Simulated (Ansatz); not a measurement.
Planning a run of Ansatz 0.2.0 on Ge3F2 (fluorine-terminated (110) film, 3 layers). The input:

```yaml
crystal:
  lattice:
    - [4.000810168, 0.0, 0.0]
    - [0.0, 5.658, 0.0]
    - [0.0, 0.0, 36.8]
  atoms:
    - { symbol: Ge, position: [0.0, 0.0031341128, 0.4458517281] }
    - { symbol: Ge, position: [0.0, 0.7493803981, 0.5] }
    - { symbol: Ge, position: [0.5, 0.5006196019, 0.5] }
    - { symbol: Ge, position: [0.5, 0.2468658872, 0.4458517281] }
    - { symbol: Ge, position: [0.0, 0.0031341128, 0.5541482719] }
    - { symbol: Ge, position: [0.5, 0.2468658872, 0.5541482719] }
    - { symbol: F, position: [0.0, 0.8189139309, 0.4079086255] }
    - { symbol: F, position: [0.5, 0.4310860691, 0.4079086255] }
    - { symbol: F, position: [0.0, 0.8189139309, 0.5920913745] }
    - { symbol: F, position: [0.5, 0.4310860691, 0.5920913745] }
  periodic: [true, true, false]
kpoints:
  mp_grid: { grid: [4, 4, 1] }
hamiltonian:
  xc: pbesol
  pseudopotentials: { kind: paw, azcp: { folder: soft_1 }, xc_functional: pbe }
scf:
  occupations: { method: fixed }
gw:
  n_empty_bands: 496
  ecut_chi: 41
  qp_bands: [v3, c3]
  qp_kpoints: band_edges
  screening: { model: contour_deformation }
```

```sh
ansatz run input.yaml --threads 3 --pin off --max-ram 92160MiB --backend cuda --events-out ev --progress --plain --runs-dir out --devices 1 --max-vram 13GiB
```

How long will it take on 1 × NVIDIA H100 80GB HBM3 (shared by 6 runs) with 3 threads of AMD EPYC 7R13 (Zen 3), shared host, and how much memory?

It took 53 s; on shared hardware allow 27 s to 1.8 min. Peak host memory was 3.4 GiB. The sizes that set the cost: 16365 plane waves a state, 9 irreducible k points, 552 bands summed, 467 plane waves in the screening and 9 SCF cycles.

The screening grows as filled bands × empty bands × pairs of k points, times the square of the screening basis for the matrix.

[Paths, hosts, dates, memory and timing lines, banners, echoed tables and standing remarks are left out of the program output.]

[Logs are printed without paths, hosts, clocks, repeated set-up lines and the standing remarks that a program may print on its own settings, such as how far it seeks lower states.]

[Runs of the session that timed out or met a known fault of the program may be left out.]

[Cells called generated may have been cut or substituted from an entry of the Crystallography Open Database or the Materials Project.]

[Hosts, paths, dates, database ids (printed as entryN), source tags and the programs' standing remarks are cut or masked in the printed files.]
